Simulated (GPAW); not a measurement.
Consider NbRu (Pm-3m).

```xyz
2
Lattice="3.1840 0.0000 0.0000 0.0000 3.1840 0.0000 0.0000 0.0000 3.1840" Properties=species:S:1:pos:R:3 pbc="T T T"
Ru    1.5920    1.5920    1.5920
Nb    0.0000    0.0000    0.0000
```

Absorber: atom 1, with 8 Nb at 2.76 Å and 6 Ru at 3.18 Å (cube and octahedron, as in bcc, site symmetry m-3m). Method: GPAW, LDA, excited-electron core hole (neutral cell), 8-atom cell with 5.5 Å between holes, 6×6×6 k points, dipole transitions, Gaussian full width 2 eV up to 4 eV, rising linearly to 3.5 eV at 25 eV.

**Question.** Predict the near-edge structure at the Ru L₃ edge.

Main maxima up to 30 eV above the zero (height): 0.8 eV (2.86), 14.0 eV (1.04), 18.8 eV (0.73) and 24.2 eV (0.79). At an L edge the dipole rule selects empty d (and weakly s) states on the absorber, and the strong line at the onset measures the empty part of its d band. 

The Ru L₃ spectrum (energy from the lowest empty level; intensity scaled to a mean of 1 over the first 20 eV):

| E (eV) | intensity |
| --- | --- |
| -2.0 | 0.06 |
| -1.0 | 0.69 |
| 0.0 | 2.27 |
| 1.0 | 2.82 |
| 2.0 | 2.21 |
| 3.0 | 1.67 |
| 4.0 | 0.88 |
| 5.0 | 0.55 |
| 6.0 | 0.48 |
| 7.0 | 0.43 |
| 8.0 | 0.40 |
| 9.0 | 0.52 |
| 10.0 | 0.76 |
| 11.0 | 0.89 |
| 12.0 | 0.96 |
| 13.0 | 1.01 |
| 14.0 | 1.04 |
| 15.0 | 0.98 |
| 16.0 | 0.80 |
| 17.0 | 0.67 |
| 18.0 | 0.69 |
| 19.0 | 0.73 |
| 20.0 | 0.67 |
| 21.0 | 0.60 |
| 22.0 | 0.64 |
| 23.0 | 0.74 |
| 24.0 | 0.79 |
| 25.0 | 0.76 |
| 26.0 | 0.72 |
| 27.0 | 0.70 |
| 28.0 | 0.69 |
| 29.0 | 0.67 |
| 30.0 | 0.65 |
| 31.0 | 0.69 |
| 32.0 | 0.74 |

Only the L₃ part is meant: spin–orbit coupling of the core level isn't computed and the L₂ copy isn't added. The script folds with a Gaussian, whereas the core hole's own line is a Lorentzian, so the onset is too steep and the first peak too high. The holes are only 5.5 Å apart, so the shape is probably not converged with cell size; no larger cell was run here. The structure is a published determination, not relaxed.

[Banner, clock and machine lines of the logs are left out without a mark of their own.]

[Logs are printed without paths, hosts, clocks, repeated set-up lines and the standing remarks that a program may print on its own settings, such as how far it seeks lower states.]

[Hosts, paths, dates, database ids (printed as entryN), source tags and the programs' standing remarks are cut or masked in the printed files.]

[Lists of maxima count a maximum above −3 eV only where it reaches 4 % of the highest in the window and stands out from its surroundings by 2 % of it (1.5 % where it reaches 55 %); shoulders and weaker maxima are passed over, and of the rest the first, up to two pre-edge ones and the few strongest are named.]
